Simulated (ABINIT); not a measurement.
# Quasiparticle gap of AlGaN2 (P3m1) in ABINIT, part 2 of 3

Wanted: ground state, empty states, screening and self-energy for AlGaN2 (P3m1).

ABINIT 10.8.3; LDA and many-body steps on it, plane waves. Known limits of the many-body steps: not at the basis limit; exchange with frozen shells missing; no spin-orbit coupling; coarse k mesh.

So far. Step 2 (Ground state): The gap is direct, at Γ.

### Step 3. Bands along the symmetry lines

Level of this step: DFT, LDA, plane waves, norm-conserving pseudopotentials (ABINIT).

The cheap functional maps the bands first; the places of the edges decide which points the dearer methods must see.

run.abi

```
acell 3*1.0 Angstrom
rprim 
  3.145282644058 -0.000000000015 0.000000000000
  -1.572641322016 2.723894671844 0.000000000000
  0.000000000000 0.000000000000 5.096893730000
ntypat 3
znucl 13 31 7
natom 4
typat 1 2 3 3
xred 
  0.000000000000 0.000000000000 0.999263770000
  0.666666666667 0.333333333333 0.497174210000
  0.666666666667 0.333333333333 0.111803640000
  0.000000000000 0.000000000000 0.628158390000
pp_dirpath "pseudos"
pseudos "Al.upf, Ga.upf, N.upf"
ecut 36
iscf -2
irdden 1
kptopt 0
nkpt 75
kpt 
  0.00000000 0.00000000 0.00000000
  0.06250000 0.00000000 0.00000000
  0.12500000 0.00000000 0.00000000
  0.18750000 0.00000000 0.00000000
  0.25000000 0.00000000 0.00000000
  0.31250000 0.00000000 0.00000000
  0.37500000 0.00000000 0.00000000
  0.43750000 0.00000000 0.00000000
  0.50000000 0.00000000 0.00000000
  0.47916667 0.04166667 0.00000000
  0.45833333 0.08333333 0.00000000
  0.43750000 0.12500000 0.00000000
  0.41666666 0.16666666 0.00000000
  0.39583333 0.20833333 0.00000000
  0.37500000 0.25000000 0.00000000
  0.35416666 0.29166666 0.00000000
  0.33333333 0.33333333 0.00000000
  0.29166666 0.29166666 0.00000000
  0.25000000 0.25000000 0.00000000
  0.20833333 0.20833333 0.00000000
  0.16666666 0.16666666 0.00000000
  0.12500000 0.12500000 0.00000000
  0.08333333 0.08333333 0.00000000
  0.04166667 0.04166667 0.00000000
  0.00000000 0.00000000 0.00000000
  0.00000000 0.00000000 0.06250000
  0.00000000 0.00000000 0.12500000
  0.00000000 0.00000000 0.18750000
  0.00000000 0.00000000 0.25000000
  0.00000000 0.00000000 0.31250000
  0.00000000 0.00000000 0.37500000
  0.00000000 0.00000000 0.43750000
  0.00000000 0.00000000 0.50000000
  0.06250000 0.00000000 0.50000000
  0.12500000 0.00000000 0.50000000
  0.18750000 0.00000000 0.50000000
  0.25000000 0.00000000 0.50000000
  0.31250000 0.00000000 0.50000000
  0.37500000 0.00000000 0.50000000
  0.43750000 0.00000000 0.50000000
  0.50000000 0.00000000 0.50000000
  0.47916667 0.04166667 0.50000000
  0.45833333 0.08333333 0.50000000
  0.43750000 0.12500000 0.50000000
  0.41666666 0.16666666 0.50000000
  0.39583333 0.20833333 0.50000000
  0.37500000 0.25000000 0.50000000
  0.35416666 0.29166666 0.50000000
  0.33333333 0.33333333 0.50000000
  0.29166666 0.29166666 0.50000000
  0.25000000 0.25000000 0.50000000
  0.20833333 0.20833333 0.50000000
  0.16666666 0.16666666 0.50000000
  0.12500000 0.12500000 0.50000000
  0.08333333 0.08333333 0.50000000
  0.04166667 0.04166667 0.50000000
  0.00000000 0.00000000 0.50000000
  0.50000000 0.00000000 0.50000000
  0.50000000 0.00000000 0.43750000
  0.50000000 0.00000000 0.37500000
  0.50000000 0.00000000 0.31250000
  0.50000000 0.00000000 0.25000000
  0.50000000 0.00000000 0.18750000
  0.50000000 0.00000000 0.12500000
  0.50000000 0.00000000 0.06250000
  0.50000000 0.00000000 0.00000000
  0.33333333 0.33333333 0.50000000
  0.33333333 0.33333333 0.43750000
  0.33333333 0.33333333 0.37500000
  0.33333333 0.33333333 0.31250000
  0.33333333 0.33333333 0.25000000
  0.33333333 0.33333333 0.18750000
  0.33333333 0.33333333 0.12500000
  0.33333333 0.33333333 0.06250000
  0.33333333 0.33333333 0.00000000
istwfk *1
nband 20
nbdbuf 2
tolwfr 1e-08
nstep 40
prtwf 0
prtvol 0
indata_prefix "in"
outdata_prefix "out"
tmpdata_prefix "tmp"
```

The run is started by

```
> OMP_NUM_THREADS=1 mpirun -n 4 abinit run.abi > log
```

Numbers of over 12 decimals in the logs are rounded to 6 here.

The program printed:

```text
.Version 10.8.3 of ABINIT. v10.8.2 released Aug 2026.

 Symmetries : space group P3 m 1 (#156); Bravais hP (primitive hexag.)
[... echo of the input left out ...]
== DATASET  1 ==================================================================
-   mpi_nproc: 4, omp_nthreads: 1 (-1 if OMP is not activated)

--- !DatasetInfo
iteration_state: {dtset: 1, }
dimensions: {natom: 4, nkpt: 75, mband: 20, nsppol: 1, nspinor: 1, nspden: 1, mpw: 3066, }
cutoff_energies: {ecut:  36.0, pawecutdg:  -1.0, }
electrons: {nelect:   2.60000000E+01, charge:   0.00000000E+00, occopt:   1.00000000E+00, tsmear:   1.00000000E-02, }

 Real(R)+Recip(G) space primitive vectors, cartesian coordinates (Bohr,Bohr^-1):
 R(1)=  5.9437228  0.0000000  0.0000000  G(1)=  0.1682447  0.0971361  0.0000000
 R(2)= -2.9718614  5.1474149  0.0000000  G(2)=  0.0000000  0.1942723  0.0000000
 R(3)=  0.0000000  0.0000000  9.6317332  G(3)=  0.0000000  0.0000000  0.1038235
 Unit cell volume ucvol=  2.9468102E+02 bohr^3
 Angles (23,13,12)=  9.00000000E+01  9.00000000E+01  1.20000000E+02 degrees

 getcut: wavevector=  0.0000  0.0000  0.0000  ngfft=  36  36  54
         ecut(hartree)=     36.000   => boxcut(ratio)=   2.07574

--- Pseudopotential description ------------------------------------------------
- Al Generated using ONCVPSP code by D. R. Hamann
- 13.00000   3.00000  180309                  znucl, zion, pspdat
12 -1012 2 -1 1854                            pspcod,pspxc,lmax,lloc,mmax
     nproj     2     2     2
  pspatm : epsatm=    0.57439143
         --- l  ekb(1:nproj) -->
             0    5.725870    0.726131
             1    6.190420    0.914022
             2   -4.229503   -0.925599
 pspatm: atomic psp has been read  and splines computed

- Ga Generated using ONCVPSP code by D. R. Hamann
- 31.00000  13.00000  180309                  znucl, zion, pspdat
12 -1012 2 -1 1858                            pspcod,pspxc,lmax,lloc,mmax
     nproj     2     2     2
  pspatm : epsatm=   24.58383104
         --- l  ekb(1:nproj) -->
[...]
pspatm: atomic psp has been read  and splines computed

- N Generated using ONCVPSP code by D. R. Hamann
-  7.00000   5.00000  180309                  znucl, zion, pspdat
12 -1012 1 -1 1058                            pspcod,pspxc,lmax,lloc,mmax
     nproj     2     2     0
  pspatm : epsatm=    5.30777321
         --- l  ekb(1:nproj) -->
[...]
pspatm: atomic psp has been read  and splines computed

--------------------------------------------------------------------------------

================================================================================
 prteigrs : about to open file out_EIG
 Non-SCF case, kpt    1 (  0.00000  0.00000  0.00000), residuals and eigenvalues=
  7.79E-09  2.50E-09  1.91E-09  3.33E-09  4.50E-09  9.86E-09  3.61E-09  6.02E-09
  5.44E-09  6.22E-09  4.64E-09  5.79E-09  9.72E-09  3.39E-09  6.26E-09  5.43E-09
[...]
8.70E-09  6.42E-09  9.89E-09  4.21E-05
[...]
6.1112E-01  6.4077E-01
[...]
Non-SCF case, kpt   74 (  0.33333  0.33333  0.06250), residuals and eigenvalues=
[...]
6.0154E-01  6.7109E-01
 Non-SCF case, kpt   75 (  0.33333  0.33333  0.00000), residuals and eigenvalues=
[...]
-2.1596E-01  6.2172E-03  9.2124E-03  4.8602E-02  9.0624E-02  9.9725E-02
  1.0132E-01  3.7774E-01  4.9646E-01  4.9971E-01  5.1695E-01  5.8194E-01
  6.0165E-01  6.7064E-01

--- !ResultsGS
iteration_state: {dtset: 1, }
comment   : Summary of ground state results
lattice_vectors:
- [  5.9437228,  -0.0000000,   0.0000000, ]
- [ -2.9718614,   5.1474149,   0.0000000, ]
- [  0.0000000,   0.0000000,   9.6317332, ]
lattice_lengths: [   5.94372,    5.94372,    9.63173, ]
lattice_angles: [ 90.000,  90.000, 120.000, ] # degrees, (23, 13, 12)
lattice_volume:   2.9468102E+02
convergence: {deltae:  0.000E+00, res2:  0.000E+00, residm:  9.996E-09, diffor:  0.000E+00, }
etotal    :  -9.96157716E+01
entropy   :   0.00000000E+00
fermie    :   1.97749392E-01
cartesian_stress_tensor: null
pressure_GPa: null
xred      :
- [  0.0000E+00,   0.0000E+00,   9.9926E-01, Al]
- [  6.6667E-01,   3.3333E-01,   4.9717E-01, Ga]
- [  6.6667E-01,   3.3333E-01,   1.1180E-01,  N]
- [  0.0000E+00,   0.0000E+00,   6.2816E-01,  N]
cartesian_forces: null
force_length_stats: {min: null, max: null, mean: null, }

 Integrated electronic density in atomic spheres:
 ------------------------------------------------
 Atom  Sphere_radius  Integrated_density
[...]
================================================================================

 ----iterations are completed or convergence reached----

 Mean square residual over all n,k,spin=   55.463E-10; max=  99.958E-10
 reduced coordinates (array xred) for    4 atoms
[...]
0.666666666667      0.333333333333      0.111803640000
       0.000000000000      0.000000000000      0.628158390000

 cartesian coordinates (angstrom) at end:
[...]
length scales=  1.889726125908  1.889726125908  1.889726125908 bohr
              =  1.000000000000  1.000000000000  1.000000000000 angstroms
 prteigrs : about to open file out_EIG
 Eigenvalues (hartree) for nkpt=  75  k points:
 kpt#   1, nband= 20, wtk=  1.00000, kpt=  0.0000  0.0000  0.0000 (reduced coord)
[...]
kpt#   2, nband= 20, wtk=  1.00000, kpt=  0.0625  0.0000  0.0000 (reduced coord)
[...]
kpt#   3, nband= 20, wtk=  1.00000, kpt=  0.1250  0.0000  0.0000 (reduced coord)
[...]
kpt#  74, nband= 20, wtk=  1.00000, kpt=  0.3333  0.3333  0.0625 (reduced coord)
[...]
0.51451    0.57956    0.60154    0.67109
 kpt#  75, nband= 20, wtk=  1.00000, kpt=  0.3333  0.3333  0.0000 (reduced coord)
  -0.33622   -0.30911   -0.28949   -0.28601   -0.28442   -0.24759   -0.21596    0.00622
   0.00921    0.04860    0.09062    0.09973    0.10132    0.37774    0.49646    0.49971
   0.51695    0.58194    0.60165    0.67064

== END DATASET(S) ==============================================================
================================================================================

 -outvars: echo values of variables after computation  --------
            nband          20
             nkpt          75
          spgroup         156
 [... the other variables as echoed above ...]

 Calculation completed.
```

The job ended after 25 s (4 MPI ranks of Arm Neoverse V1, shared host; peak memory 0.32 GiB).

Numbers from this step:

```
gap                        : 2.921 eV
k of the valence top       : 0, 0, 0
k of the conduction bottom : 0, 0, 0
least direct gap           : 2.921 eV
```

The gap is 2.921 eV, as in the run before at this level.

The electronic bands at the labelled points (eV, zero at the top of the highest filled band):

```csv
point,band 10,band 11,band 12,band 13,band 14,band 15,band 16,band 17
Γ,-1.09,-0.11,0.00,0.00,2.92,5.48,9.58,10.40
halfway,-2.68,-1.84,-0.64,-0.45,5.07,6.59,7.84,8.84
M,-3.88,-2.46,-2.11,-0.86,5.13,5.78,6.71,9.63
halfway,-3.72,-3.35,-2.21,-1.74,5.34,6.79,7.41,9.02
K,-4.06,-2.92,-2.67,-2.62,4.90,8.13,8.22,8.69
halfway,-3.53,-2.08,-1.01,-0.78,5.69,7.16,7.62,8.34
Γ,-1.09,-0.11,0.00,0.00,2.92,5.48,9.58,10.40
halfway,-1.00,-1.00,-0.10,-0.10,3.92,5.61,9.22,10.38
A,-0.89,-0.89,-0.22,-0.22,4.88,5.64,8.83,9.51
halfway,-2.01,-1.77,-1.37,-1.01,5.59,5.94,7.87,9.01
L,-1.95,-1.84,-1.64,-1.43,4.46,5.02,7.66,8.93
halfway,-3.08,-2.99,-1.43,-1.21,5.31,5.93,7.93,8.84
H,-4.22,-3.97,-1.30,-1.11,6.48,6.87,7.19,7.56
halfway,-2.14,-1.89,-1.65,-1.48,5.87,6.23,8.14,8.75
A,-0.89,-0.89,-0.22,-0.22,4.88,5.64,8.83,9.51
jump to L,-1.95,-1.84,-1.64,-1.43,4.46,5.02,7.66,8.93
halfway,-3.02,-2.27,-1.53,-1.14,4.48,5.53,7.60,9.12
M,-3.88,-2.46,-2.11,-0.86,5.13,5.78,6.71,9.63
jump to H,-4.22,-3.97,-1.30,-1.11,6.48,6.87,7.19,7.56
halfway,-4.64,-3.13,-1.96,-1.89,5.69,7.37,7.89,8.07
K,-4.06,-2.92,-2.67,-2.62,4.90,8.13,8.22,8.69
```

### Step 4. Empty states on the mesh, 3×3×2 mesh, 34 bands

The sums over transitions need many empty states on a uniform mesh; this step solves for them.

run.abi

```
acell 3*1.0 Angstrom
rprim 
  3.145282644058 -0.000000000015 0.000000000000
  -1.572641322016 2.723894671844 0.000000000000
  0.000000000000 0.000000000000 5.096893730000
ntypat 3
znucl 13 31 7
natom 4
typat 1 2 3 3
xred 
  0.000000000000 0.000000000000 0.999263770000
  0.666666666667 0.333333333333 0.497174210000
  0.666666666667 0.333333333333 0.111803640000
  0.000000000000 0.000000000000 0.628158390000
pp_dirpath "pseudos"
pseudos "Al.upf, Ga.upf, N.upf"
ecut 36
ngkpt 3 3 2
nshiftk 1
shiftk 0 0 0
kptopt 1
chksymbreak 0
iscf -2
irdden 1
istwfk *1
nband 34
nbdbuf 4
tolwfr 1e-09
nstep 60
prtvol 0
indata_prefix "in"
outdata_prefix "out"
tmpdata_prefix "tmp"
```

The program printed:

```text
.Version 10.8.3 of ABINIT. v10.8.2 released Aug 2026.

 Symmetries : space group P3 m 1 (#156); Bravais hP (primitive hexag.)
[... echo of the input left out ...]
== DATASET  1 ==================================================================
-   mpi_nproc: 4, omp_nthreads: 1 (-1 if OMP is not activated)

--- !DatasetInfo
iteration_state: {dtset: 1, }
dimensions: {natom: 4, nkpt: 6, mband: 34, nsppol: 1, nspinor: 1, nspden: 1, mpw: 3066, }
cutoff_energies: {ecut:  36.0, pawecutdg:  -1.0, }
electrons: {nelect:   2.60000000E+01, charge:   0.00000000E+00, occopt:   1.00000000E+00, tsmear:   1.00000000E-02, }

 Real(R)+Recip(G) space primitive vectors, cartesian coordinates (Bohr,Bohr^-1):
 R(1)=  5.9437228  0.0000000  0.0000000  G(1)=  0.1682447  0.0971361  0.0000000
 R(2)= -2.9718614  5.1474149  0.0000000  G(2)=  0.0000000  0.1942723  0.0000000
 R(3)=  0.0000000  0.0000000  9.6317332  G(3)=  0.0000000  0.0000000  0.1038235
 Unit cell volume ucvol=  2.9468102E+02 bohr^3
 Angles (23,13,12)=  9.00000000E+01  9.00000000E+01  1.20000000E+02 degrees

 getcut: wavevector=  0.0000  0.0000  0.0000  ngfft=  36  36  54
         ecut(hartree)=     36.000   => boxcut(ratio)=   2.07574

--- Pseudopotential description ------------------------------------------------
- Al Generated using ONCVPSP code by D. R. Hamann
- 13.00000   3.00000  180309                  znucl, zion, pspdat
12 -1012 2 -1 1854                            pspcod,pspxc,lmax,lloc,mmax
     nproj     2     2     2
  pspatm : epsatm=    0.57439143
         --- l  ekb(1:nproj) -->
             0    5.725870    0.726131
             1    6.190420    0.914022
             2   -4.229503   -0.925599
 pspatm: atomic psp has been read  and splines computed

- Ga Generated using ONCVPSP code by D. R. Hamann
- 31.00000  13.00000  180309                  znucl, zion, pspdat
12 -1012 2 -1 1858                            pspcod,pspxc,lmax,lloc,mmax
     nproj     2     2     2
  pspatm : epsatm=   24.58383104
         --- l  ekb(1:nproj) -->
[...]
pspatm: atomic psp has been read  and splines computed

- N Generated using ONCVPSP code by D. R. Hamann
-  7.00000   5.00000  180309                  znucl, zion, pspdat
12 -1012 1 -1 1058                            pspcod,pspxc,lmax,lloc,mmax
     nproj     2     2     0
  pspatm : epsatm=    5.30777321
         --- l  ekb(1:nproj) -->
[...]
pspatm: atomic psp has been read  and splines computed

--------------------------------------------------------------------------------

================================================================================
 prteigrs : about to open file out_EIG
 Non-SCF case, kpt    1 (  0.00000  0.00000  0.00000), residuals and eigenvalues=
  2.94E-10  5.69E-10  2.26E-10  4.19E-10  2.09E-10  5.28E-10  8.99E-10  5.39E-10
  2.00E-10  1.95E-10  2.52E-10  2.60E-10  5.94E-10  1.72E-10  3.54E-10  7.12E-10
  1.51E-10  7.06E-10  5.22E-10  1.67E-10  4.71E-10  1.54E-10  1.36E-10  7.30E-10
[...]
3.21E-05  5.33E-05
 -3.7211E-01 -3.2898E-01 -2.9329E-01 -2.9329E-01 -2.8342E-01 -2.8342E-01
 -2.4748E-01 -4.6487E-02  1.5754E-01  1.5754E-01  1.9356E-01  1.9775E-01
  1.9775E-01  3.0510E-01  3.9925E-01  5.4992E-01  5.8010E-01  5.8010E-01
  6.2862E-01  6.4324E-01  6.4324E-01  7.3459E-01  7.4718E-01  7.4718E-01
  8.4156E-01  8.4156E-01  8.7230E-01  9.3739E-01  1.0332E+00  1.0508E+00
  1.0508E+00  1.1996E+00  1.1996E+00  1.2171E+00
 prteigrs : prtvol=0 or 1, do not print more k-points.

--- !ResultsGS
iteration_state: {dtset: 1, }
comment   : Summary of ground state results
lattice_vectors:
- [  5.9437228,  -0.0000000,   0.0000000, ]
- [ -2.9718614,   5.1474149,   0.0000000, ]
- [  0.0000000,   0.0000000,   9.6317332, ]
lattice_lengths: [   5.94372,    5.94372,    9.63173, ]
lattice_angles: [ 90.000,  90.000, 120.000, ] # degrees, (23, 13, 12)
lattice_volume:   2.9468102E+02
convergence: {deltae:  0.000E+00, res2:  0.000E+00, residm:  9.876E-10, diffor:  0.000E+00, }
etotal    :  -9.96157716E+01
entropy   :   0.00000000E+00
fermie    :   1.97749392E-01
cartesian_stress_tensor: null
pressure_GPa: null
xred      :
- [  0.0000E+00,   0.0000E+00,   9.9926E-01, Al]
- [  6.6667E-01,   3.3333E-01,   4.9717E-01, Ga]
- [  6.6667E-01,   3.3333E-01,   1.1180E-01,  N]
- [  0.0000E+00,   0.0000E+00,   6.2816E-01,  N]
cartesian_forces: null
force_length_stats: {min: null, max: null, mean: null, }

 Integrated electronic density in atomic spheres:
 ------------------------------------------------
 Atom  Sphere_radius  Integrated_density
[...]
================================================================================

 ----iterations are completed or convergence reached----

 Mean square residual over all n,k,spin=   49.739E-11; max=  98.762E-11
 reduced coordinates (array xred) for    4 atoms
[...]
0.666666666667      0.333333333333      0.111803640000
       0.000000000000      0.000000000000      0.628158390000

 cartesian coordinates (angstrom) at end:
    1      0.000000     0.000000     5.093141
    2      1.572641     0.907965     2.534044
    3      1.572641     0.907965     0.569851
    4      0.000000     0.000000     3.201657
 length scales=  1.889726125908  1.889726125908  1.889726125908 bohr
              =  1.000000000000  1.000000000000  1.000000000000 angstroms
 prteigrs : about to open file out_EIG
 Eigenvalues (hartree) for nkpt=   6  k points:
 kpt#   1, nband= 34, wtk=  0.05556, kpt=  0.0000  0.0000  0.0000 (reduced coord)
[...]
0.58010    0.58010    0.62862    0.64324    0.64324    0.73459    0.74718    0.74718
   0.84156    0.84156    0.87230    0.93739    1.03317    1.05083    1.05083    1.19959
   1.19961    1.21711
 prteigrs : prtvol=0 or 1, do not print more k-points.

== END DATASET(S) ==============================================================
================================================================================

 -outvars: echo values of variables after computation  --------
            nband          34
             nkpt           6
          spgroup         156
 [... the other variables as echoed above ...]

 Calculation completed.
```

Wall time 6.9 s (4 MPI ranks); peak memory 0.26 GiB.

This step gave:

| Quantity | Value |
| --- | --- |
| gap | 2.921 eV |
| k of the valence top | 0, 0, 0 |
| k of the conduction bottom | 0, 0, 0 |
| least direct gap | 2.921 eV |
| k points computed | 6 |
| lowest point of the top converged band, above the valence top | 22.80 eV |

On this mesh the gap is 2.921 eV.

[end of part 2 of 3]

[Paths, hosts, dates, memory and timing lines, banners, echoed tables and standing remarks are left out of the program output.]

[Logs are printed without paths, hosts, clocks, repeated set-up lines and the standing remarks that a program may print on its own settings, such as how far it seeks lower states.]

[Runs of the session that timed out or met a known fault of the program may be left out.]

[Hosts, paths, dates, database ids (printed as entryN), source tags and the programs' standing remarks are cut or masked in the printed files.]

[G0W0 gaps are taken among the corrected bands and points alone; a level outside them can change the order at an edge.]

[Where Ansatz stands beside ABINIT at settings called matched, ABINIT's density can come from a denser mesh and the files from another edition; pairs whose starting gaps differed by over 0.03 eV were left out, so agreement reads better than it is.]
